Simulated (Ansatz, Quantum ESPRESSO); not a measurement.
# LiHF2 (R-3m): zone-centre phonons, part 2 of 3

Which modes does LiHF2 (R-3m) have at the zone centre?

Quantum ESPRESSO 7.5; DFT LDA, scalar-relativistic, plane waves, JTH PAW pseudopotentials.

So far. Step 2 (A probe with smearing): A gap of 8.1 eV opens on this mesh, so the crystal is taken as an insulator; the start stands at -2.4 GPa. Step 4 (Self-consistent run for the response): The cell stands at 0.14 GPa, close enough for phonons. The relaxed cell has a = 2.868, c = 13.008 Å (conventional setting).

**5. Zone-centre response**

At q = 0 one unit cell holds all displacements; symmetry groups them into irreducible representations that are solved one by one. The response to a field gives ε∞ and the Born charges, which polar modes need.

ph.in

```
phonons
&INPUTPH
  prefix = 'x'
  outdir = './tmp'
  fildyn = 'g.dyn'
  tr2_ph = 1.0d-18
  epsil  = .true.
/
0.000000000 0.000000000 0.000000000
```

Run with:

```bash
$ OMP_NUM_THREADS=1 mpirun -n 8 ph.x -nk 8 -in ph.in > ph.out
```

What it wrote:

```text
[banners, grids, parts of the stress and lines that vanish by symmetry left out]
[banner, memory and clock lines left out]
Program PHONON v.7.5

     ./tmp/x.save/

     file Li.upf: wavefunction(s)  1S 2S 0S 2P 0P renormalized
     file H.upf: wavefunction(s)  1S 0S 0P renormalized
     file F.upf: wavefunction(s)  0S 2P 0P renormalized

     IMPORTANT: XC functional enforced from input :
     Exchange-correlation= PW
                           (   1   4   0   0   0   0   0)
     Any further DFT definition will be discarded
     Please, verify this is what you really want

     G-vector sticks info

     Reading collected, re-writing distributed wavefunctions in ./tmp/

     Number and degeneracy of irreps per q-point
       N         xq(1)         xq(2)         xq(3)   N irreps
       1   0.000000000   0.000000000   0.000000000       8
        1   2   1   1   1   2   2   2

     Calculation of q =    0.0000000   0.0000000   0.0000000

     phonons

     bravais-lattice index     =            0
     lattice parameter (alat)  =       8.7713  a.u.
     unit-cell volume          =     208.5036 (a.u.)^3
     number of atoms/cell      =            4
     number of atomic types    =            3
     kinetic-energy cut-off    =      50.0000  Ry
     charge density cut-off    =     250.0000  Ry
     convergence threshold     =      1.0E-18
     beta                      =       0.7000
     number of iterations used =            4
     Exchange-correlation= PW
                           (   1   4   0   0   0   0   0)

     celldm(1)=    8.77126  celldm(2)=    0.00000  celldm(3)=    0.00000
     celldm(4)=    0.00000  celldm(5)=    0.00000  celldm(6)=    0.00000

     crystal axes: (cart. coord. in units of alat)
               a(1) = (  0.3090  0.1784  0.9342 )
               a(2) = ( -0.3090  0.1784  0.9342 )
               a(3) = (  0.0000 -0.3568  0.9342 )

     reciprocal axes: (cart. coord. in units 2 pi/alat)
               b(1) = (  1.6181  0.9342  0.3568 )
               b(2) = ( -1.6181  0.9342  0.3568 )
               b(3) = (  0.0000 -1.8685  0.3568 )

     Atoms inside the unit cell:

     Cartesian axes

     site n.  atom      mass           positions (alat units)
        1  Li      6.9400   tau(    1) = (    0.00000    0.00000    0.00000  )
        2  H       1.0080   tau(    2) = (    0.00000   -0.00000    1.40127  )
        3  F      18.9984   tau(    3) = (    0.00000   -0.00000    1.15635  )
        4  F      18.9984   tau(    4) = (    0.00000   -0.00000    1.64619  )

     Computing dynamical matrix for
                    q = (   0.0000000   0.0000000   0.0000000 )

     13 Sym.Ops. (with q -> -q+G )

     G cutoff =  487.1963  (  13907 G-vectors)     FFT grid: ( 45, 45, 45)
     G cutoff =  389.7570  (   9985 G-vectors)  smooth grid: ( 40, 40, 40)
     number of k points=    85
                       cart. coord. in units 2pi/alat
        k(    1) = (   0.0000000   0.0000000   0.0000000), wk =   0.0027435
        k(    2) = (   0.0000000  -0.2076079   0.0396465), wk =   0.0164609
        k(    3) = (   0.0000000  -0.4152157   0.0792930), wk =   0.0164609
        [... further k-points left out ...]

     PseudoPot. # 1 for Li read from file:
     ./pseudo/Li.upf
     Pseudo is Projector augmented-wave + core cor, Zval =  3.0
     Shape of augmentation charge: BESSEL
     Using radial grid of  865 points,  5 beta functions with:
                l(1) =   0
                l(2) =   0
                l(3) =   0
                l(4) =   1
                l(5) =   1
     Q(r) pseudized with 0 coefficients

     PseudoPot. # 2 for H  read from file:
     ./pseudo/H.upf
     Pseudo is Projector augmented-wave + core cor, Zval =  1.0
     Shape of augmentation charge: SINC**2
     Using radial grid of  777 points,  3 beta functions with:
                l(1) =   0
                l(2) =   0
                l(3) =   1
     Q(r) pseudized with 0 coefficients

     PseudoPot. # 3 for F  read from file:
     ./pseudo/F.upf
     Pseudo is Projector augmented-wave + core cor, Zval =  7.0
     Shape of augmentation charge: SINC**2
     Using radial grid of  953 points,  4 beta functions with:
                l(1) =   0
                l(2) =   0
                l(3) =   1
                l(4) =   1
     Q(r) pseudized with 0 coefficients

     Mode symmetry, D_3d (-3m)  point group:

     Electric field:
     Dielectric constant
     Born effective charges as d Force / d E

     Atomic displacements:
     There are    8 irreducible representations

     Representation     1      1 modes -  To be done

     Representation     2      2 modes -  To be done

     Representation     3      1 modes -  To be done

     Representation     4      1 modes -  To be done

     Representation     5      1 modes -  To be done

     Representation     6      2 modes -  To be done

     Representation     7      2 modes -  To be done

     Representation     8      2 modes -  To be done

     Alpha used in Ewald sum =   2.5000

     Electric Fields Calculation

      thresh= 1.000E-02 alpha_mix =  0.700 |ddv_scf|^2 =  1.966E-08

      thresh= 1.402E-05 alpha_mix =  0.700 |ddv_scf|^2 =  1.877E-08

      thresh= 1.370E-05 alpha_mix =  0.700 |ddv_scf|^2 =  2.738E-10

      thresh= 1.655E-06 alpha_mix =  0.700 |ddv_scf|^2 =  9.515E-13

      thresh= 9.755E-08 alpha_mix =  0.700 |ddv_scf|^2 =  9.136E-14

      thresh= 3.023E-08 alpha_mix =  0.700 |ddv_scf|^2 =  1.219E-15

      thresh= 3.492E-09 alpha_mix =  0.700 |ddv_scf|^2 =  4.321E-17

      thresh= 6.574E-10 alpha_mix =  0.700 |ddv_scf|^2 =  1.157E-20

     End of electric fields calculation

          Dielectric constant in cartesian axis

          (       1.898679728       0.000000000       0.000000000 )
          (       0.000000000       1.898679728       0.000000000 )
          (      -0.000000000       0.000000000       2.183544866 )

          Effective charges (d Force / dE) in cartesian axis without acoustic sum rule applied (asr)

           atom    1  Li    Mean Z*:        1.04787
      Ex  (        1.04492       -0.00000        0.00000 )
      Ey  (        0.00000        1.04492       -0.00000 )
      Ez  (        0.00000       -0.00000        1.05376 )
           atom    2  H     Mean Z*:        0.92707
      Ex  (        0.40573       -0.00000        0.00000 )
      Ey  (        0.00000        0.40573       -0.00000 )
      Ez  (        0.00000       -0.00000        1.96976 )
           atom    3  F     Mean Z*:       -0.99527
      Ex  (       -0.73315        0.00000        0.00000 )
      Ey  (       -0.00000       -0.73315       -0.00000 )
      Ez  (       -0.00000       -0.00000       -1.51950 )
           atom    4  F     Mean Z*:       -0.99527
      Ex  (       -0.73315        0.00000       -0.00000 )
      Ey  (        0.00000       -0.73315       -0.00000 )
      Ez  (       -0.00000       -0.00000       -1.51950 )

          Effective charges Sum: Mean:       -0.01559
             -0.01565        0.00000       -0.00000
              0.00000       -0.01565       -0.00000
             -0.00000       -0.00000       -0.01548

          Effective charges (d Force / dE) in cartesian axis with asr applied:
           atom    1  Li    Mean Z*:        1.05176
      E*x (        1.04883       -0.00000        0.00000 )
      E*y (        0.00000        1.04883        0.00000 )
      E*z (        0.00000        0.00000        1.05763 )
           atom    2  H     Mean Z*:        0.93097
      E*x (        0.40964       -0.00000        0.00000 )
      E*y (       -0.00000        0.40964        0.00000 )
      E*z (        0.00000        0.00000        1.97363 )
           atom    3  F     Mean Z*:       -0.99137
      E*x (       -0.72924       -0.00000        0.00000 )
      E*y (       -0.00000       -0.72924       -0.00000 )
      E*z (       -0.00000       -0.00000       -1.51563 )
           atom    4  F     Mean Z*:       -0.99137
      E*x (       -0.72924        0.00000       -0.00000 )
      E*y (        0.00000       -0.72924       -0.00000 )
      E*z (        0.00000       -0.00000       -1.51563 )

     Representation #   1 mode #   1

     Self-consistent Calculation

      thresh= 1.000E-02 alpha_mix =  0.700 |ddv_scf|^2 =  3.644E-05

      thresh= 6.037E-04 alpha_mix =  0.700 |ddv_scf|^2 =  3.208E-06

      thresh= 1.791E-04 alpha_mix =  0.700 |ddv_scf|^2 =  2.289E-08

      thresh= 1.513E-05 alpha_mix =  0.700 |ddv_scf|^2 =  3.117E-09

      thresh= 5.583E-06 alpha_mix =  0.700 |ddv_scf|^2 =  1.119E-12

      thresh= 1.058E-07 alpha_mix =  0.700 |ddv_scf|^2 =  1.511E-14

[...]
End of self-consistent calculation

     Convergence has been achieved

     Representation #   2 modes #   2   3

     Self-consistent Calculation

[...]
End of self-consistent calculation

     Convergence has been achieved

     Representation #   3 mode #   4

     Self-consistent Calculation

[...]
End of self-consistent calculation

     Convergence has been achieved

     Representation #   4 mode #   5

     Self-consistent Calculation

[...]
End of self-consistent calculation

     Convergence has been achieved

     Representation #   5 mode #   6

     Self-consistent Calculation

[...]
End of self-consistent calculation

     Convergence has been achieved

     Representation #   6 modes #   7   8

     Self-consistent Calculation

[...]
End of self-consistent calculation

     Convergence has been achieved

     Representation #   7 modes #   9  10

     Self-consistent Calculation

[...]
End of self-consistent calculation

     Convergence has been achieved

     Representation #   8 modes #  11  12

     Self-consistent Calculation

      thresh= 1.000E-02 alpha_mix =  0.700 |ddv_scf|^2 =  9.175E-08

      thresh= 3.029E-05 alpha_mix =  0.700 |ddv_scf|^2 =  3.976E-09

      thresh= 6.306E-06 alpha_mix =  0.700 |ddv_scf|^2 =  1.401E-11

      thresh= 3.743E-07 alpha_mix =  0.700 |ddv_scf|^2 =  3.043E-13

      thresh= 5.517E-08 alpha_mix =  0.700 |ddv_scf|^2 =  5.184E-16

      thresh= 2.277E-09 alpha_mix =  0.700 |ddv_scf|^2 =  2.596E-18

      thresh= 1.611E-10 alpha_mix =  0.700 |ddv_scf|^2 =  1.608E-19

     End of self-consistent calculation

     Convergence has been achieved

     Number of q in the star =    1
     List of q in the star:
          1   0.000000000   0.000000000   0.000000000

          Dielectric constant in cartesian axis

          (       1.898679728       0.000000000       0.000000000 )
          (       0.000000000       1.898679728       0.000000000 )
          (      -0.000000000       0.000000000       2.183544866 )

          Effective charges (d Force / dE) in cartesian axis without acoustic sum rule applied (asr)

           atom    1  Li    Mean Z*:        1.04787
      Ex  (        1.04492       -0.00000        0.00000 )
      Ey  (        0.00000        1.04492       -0.00000 )
      Ez  (        0.00000       -0.00000        1.05376 )
           atom    2  H     Mean Z*:        0.92707
      Ex  (        0.40573       -0.00000        0.00000 )
      Ey  (        0.00000        0.40573       -0.00000 )
      Ez  (        0.00000       -0.00000        1.96976 )
           atom    3  F     Mean Z*:       -0.99527
      Ex  (       -0.73315        0.00000        0.00000 )
      Ey  (       -0.00000       -0.73315       -0.00000 )
      Ez  (       -0.00000       -0.00000       -1.51950 )
           atom    4  F     Mean Z*:       -0.99527
      Ex  (       -0.73315        0.00000       -0.00000 )
      Ey  (        0.00000       -0.73315       -0.00000 )
      Ez  (       -0.00000       -0.00000       -1.51950 )

          Effective charges Sum: Mean:       -0.01559
             -0.01565        0.00000       -0.00000
              0.00000       -0.01565       -0.00000
             -0.00000       -0.00000       -0.01548

          Effective charges (d Force / dE) in cartesian axis with asr applied:
           atom    1  Li    Mean Z*:        1.05176
      E*x (        1.04883       -0.00000        0.00000 )
      E*y (        0.00000        1.04883        0.00000 )
      E*z (        0.00000        0.00000        1.05763 )
           atom    2  H     Mean Z*:        0.93097
      E*x (        0.40964       -0.00000        0.00000 )
      E*y (       -0.00000        0.40964        0.00000 )
      E*z (        0.00000        0.00000        1.97363 )
           atom    3  F     Mean Z*:       -0.99137
      E*x (       -0.72924       -0.00000        0.00000 )
      E*y (       -0.00000       -0.72924       -0.00000 )
      E*z (       -0.00000       -0.00000       -1.51563 )
           atom    4  F     Mean Z*:       -0.99137
      E*x (       -0.72924        0.00000       -0.00000 )
      E*y (        0.00000       -0.72924       -0.00000 )
      E*z (        0.00000       -0.00000       -1.51563 )

     Diagonalizing the dynamical matrix

     q = (    0.000000000   0.000000000   0.000000000 )

 **************************************************************************
     freq (    1) =       0.037654 [THz] =       1.256012 [cm-1]
     freq (    2) =       0.037654 [THz] =       1.256012 [cm-1]
     freq (    3) =       0.056122 [THz] =       1.872013 [cm-1]
     freq (    4) =       5.281248 [THz] =     176.163461 [cm-1]
     freq (    5) =       5.281248 [THz] =     176.163461 [cm-1]
     freq (    6) =      10.826719 [THz] =     361.140476 [cm-1]
     freq (    7) =      10.826719 [THz] =     361.140476 [cm-1]
     freq (    8) =      11.661524 [THz] =     388.986577 [cm-1]
     freq (    9) =      20.689691 [THz] =     690.133804 [cm-1]
     freq (   10) =      32.777535 [THz] =    1093.340886 [cm-1]
     freq (   11) =      32.777535 [THz] =    1093.340886 [cm-1]
     freq (   12) =      57.442697 [THz] =    1916.082124 [cm-1]
 **************************************************************************

     Mode symmetry, D_3d (-3m)  point group:

     freq (   1-   2) =          1.3  [cm-1]   --> E_u  L_3'       I
     freq (   3-   3) =          1.9  [cm-1]   --> A_2u L_2'       I
     freq (   4-   5) =        176.2  [cm-1]   --> E_g  L_3        R
     freq (   6-   7) =        361.1  [cm-1]   --> E_u  L_3'       I
     freq (   8-   8) =        389.0  [cm-1]   --> A_2u L_2'       I
     freq (   9-   9) =        690.1  [cm-1]   --> A_1g L_1        R
     freq (  10-  11) =       1093.3  [cm-1]   --> E_u  L_3'       I
     freq (  12-  12) =       1916.1  [cm-1]   --> A_2u L_2'       I
```

The job ended after 2.5 min (8 MPI ranks of Arm Neoverse V2, shared host).

Read from the output:

- miss of the charge sum rule: 0.01565 e
- largest acoustic frequency at the zone centre before the sum rule: 1.87 cm⁻¹
- highest optical zone-centre mode (no LO-TO term): 1916 cm⁻¹
- lowest optical zone-centre mode: 176.2 cm⁻¹
- mean high-frequency dielectric constant: 1.994
- largest Born charge in size (third of the trace): 1.048 e

Born charge (rows field, columns displacement), before the sum rule (e), principal values of the symmetric part by kind of site:

```
atom  atoms with these values    low  middle   high   mean
 Li1                        1   1.04    1.04   1.05   1.05
  H2                        1   0.41    0.41   1.97   0.93
  F3                        2  -1.52   -0.73  -0.73  -1.00
```

In full for H2:

```
0.41 0.00 0.00
0.00 0.41 0.00
0.00 0.00 1.97
```

High-frequency dielectric tensor:

```
1.90 0.00 0.00
0.00 1.90 0.00
0.00 0.00 2.18
```

The acoustic modes at Γ come out as far as 1.9 cm⁻¹ from zero, where they should vanish, a small numerical error; the Born charges miss their sum rule by 0.016 e, which is good.

**6. Modes with the sum rule**

A rigid shift of the crystal must cost nothing, but grids and finite bases break this; the acoustic sum rule is imposed before the matrix is diagonalised again. With Born charges the intensities follow, and the static dielectric tensor.

dynmat.in

```
&INPUT
  fildyn = 'g.dyn'
  asr    = 'simple'
  fileig = 'dynmat.eig'
  lperm  = .true.
/
```

Run with:

```bash
$ dynmat.x -in dynmat.in > dynmat.out
```

What it wrote:

```text
[banner, memory and clock lines left out]
Program DYNMAT v.7.5

     Reading Dynamical Matrix from file g.dyn
     ...Force constants read
     ...epsilon and Z* read
     A direction for q was not specified:TO-LO splitting will be absent

     Polarizability (A^3 units)
     multiply by 0.751195 for Clausius-Mossotti correction
         2.209592    0.000000   -0.000000
         0.000000    2.209592    0.000000
         0.000000    0.000000    2.909993

     IR activities are in (D/A)^2/amu units

# mode   [cm-1]    [THz]      IR
    1     -0.00   -0.0000    0.0000
    2     -0.00   -0.0000    0.0000
    3      0.00    0.0000    0.0000
    4    176.16    5.2812    0.0000
    5    176.16    5.2812    0.0000
    6    361.14   10.8266    4.2674
    7    361.14   10.8266    4.2674
    8    388.97   11.6611   12.1185
    9    690.13   20.6897    0.0000
   10   1093.32   32.7770    4.5218
   11   1093.32   32.7770    4.5218
   12   1916.08   57.4427   86.3330

Electronic dielectric permittivity tensor (relative, adimensional)
         1.898680    0.000000   -0.000000
         0.000000    1.898680    0.000000
         0.000000    0.000000    2.183545

 ... with zone-center polar mode contributions
         4.418493   -0.000000   -0.000000
        -0.000000    4.418493    0.000000
        -0.000000    0.000000    9.335812

2 [cm-1]
[end of the log left out, with the tail of the file of modes that dynmat.x writes under the same name]
```

It took 0.47 s on 1 thread.

This step gave:

- mean static dielectric constant: 6.058

Unit eigenvectors of the mass-weighted matrix after the sum rule; no LO-TO term. Modes at Γ, with each element's share of the kinetic energy:

```csv
mode,frequency (cm⁻¹),symmetry,Li %,H %,F %
1,0.0,acoustic,15,2,83
2,0.0,acoustic,15,2,83
3,0.0,acoustic,15,2,83
4,176.2,Eg,0,0,100
5,176.2,Eg,0,0,100
6,361.1,Eu,85,0,15
7,361.1,Eu,85,0,15
8,389.0,A2u,83,1,16
9,690.1,A1g,0,0,100
10,1093.3,Eu,0,97,3
11,1093.3,Eu,0,97,3
12,1916.1,A2u,2,97,1
```

Displacements in mode 4 (176.2 cm⁻¹), the largest set to 1:
```
Li1  0.00  0.00  0.00
H2   0.00  0.00  0.00
F3   0.18  1.00  0.00
F4  -0.18 -1.00  0.00
```

Displacements in mode 12 (1916.1 cm⁻¹), the largest set to 1:
```
Li1  0.00  0.00 -0.05
H2   0.00  0.00  1.00
F3   0.00  0.00 -0.02
F4   0.00  0.00 -0.02
```

Degenerate modes summed, no LO-TO term. Lines of the infrared spectrum (strongest = 100):

| position (cm⁻¹) | lines merged | label | IR intensity, relative |
| --- | --- | --- | --- |
| 176 | 2 | Eg | 0.0 |
| 361 | 2 | Eu | 10 |
| 389 | 1 | A2u | 14 |
| 690 | 1 | A1g | 0.0 |
| 1093 | 2 | Eu | 10 |
| 1916 | 1 | A2u | 100 |

Static dielectric tensor (ions relaxed, fixed cell):

```
4.42 0.00 0.00
0.00 4.42 0.00
0.00 0.00 9.34
```

The rule moves no optical mode by more than 0.1 cm⁻¹.

**7. Sum rules set otherwise (asr crystal)**

The rule can be imposed in more than one way; the choices should agree where the raw error is small.

dynmat.in

```
&INPUT
  fildyn = 'g.dyn'
  asr    = 'crystal'
  fileig = 'dynmat.eig'
  lperm  = .true.
/
```

Run with:

```bash
$ dynmat.x -in dynmat.in > dynmat.out
```

What it wrote:

```text
[banner, memory and clock lines left out]
Program DYNMAT v.7.5

     Reading Dynamical Matrix from file g.dyn
     ...Force constants read
     ...epsilon and Z* read
     Acoustic Sum Rule: || Z*(ASR) - Z*(orig)|| =    1.350480E-02
     Acoustic Sum Rule: ||dyn(ASR) - dyn(orig)||=    5.138870E-06
     A direction for q was not specified:TO-LO splitting will be absent

     Polarizability (A^3 units)
     multiply by 0.751195 for Clausius-Mossotti correction
         2.209592    0.000000   -0.000000
         0.000000    2.209592    0.000000
         0.000000    0.000000    2.909993

     IR activities are in (D/A)^2/amu units

# mode   [cm-1]    [THz]      IR
    1     -0.00   -0.0000    0.0000
    2      0.00    0.0000    0.0000
    3      0.00    0.0000    0.0000
    4    176.16    5.2812    0.0000
    5    176.16    5.2812    0.0000
    6    361.14   10.8267    4.2674
    7    361.14   10.8267    4.2674
    8    388.98   11.6614   12.1186
    9    690.13   20.6897    0.0000
   10   1093.33   32.7774    4.5218
   11   1093.33   32.7774    4.5218
   12   1916.08   57.4428   86.3329

Electronic dielectric permittivity tensor (relative, adimensional)
         1.898680    0.000000   -0.000000
         0.000000    1.898680    0.000000
         0.000000    0.000000    2.183545

 ... with zone-center polar mode contributions
         4.418466    0.000000   -0.000000
         0.000000    4.418466    0.000000
        -0.000000    0.000000    9.335553

[end of the log left out, with the tail of the file of modes that dynmat.x writes under the same name]
```

The job ended after 0.47 s (1 thread).

Zone-centre frequencies as printed; negative means imaginary. Modes:

```csv
mode,frequency (cm⁻¹)
1,0
2,0
3,0
4,176.2
5,176.2
6,361.1
7,361.1
8,389
9,690.1
10,1093
11,1093
12,1916
```

Against the first rule no mode moves by more than 0.1 cm⁻¹.

(Part 2 of 3 ends here.)

[Host names and launcher messages were left out of these logs when they were recorded.]

[Logs are printed without paths, hosts, clocks, repeated set-up lines and the standing remarks that a program may print on its own settings, such as how far it seeks lower states.]

[Hosts, paths, dates, database ids (printed as entryN), source tags and the programs' standing remarks are cut or masked in the printed files.]
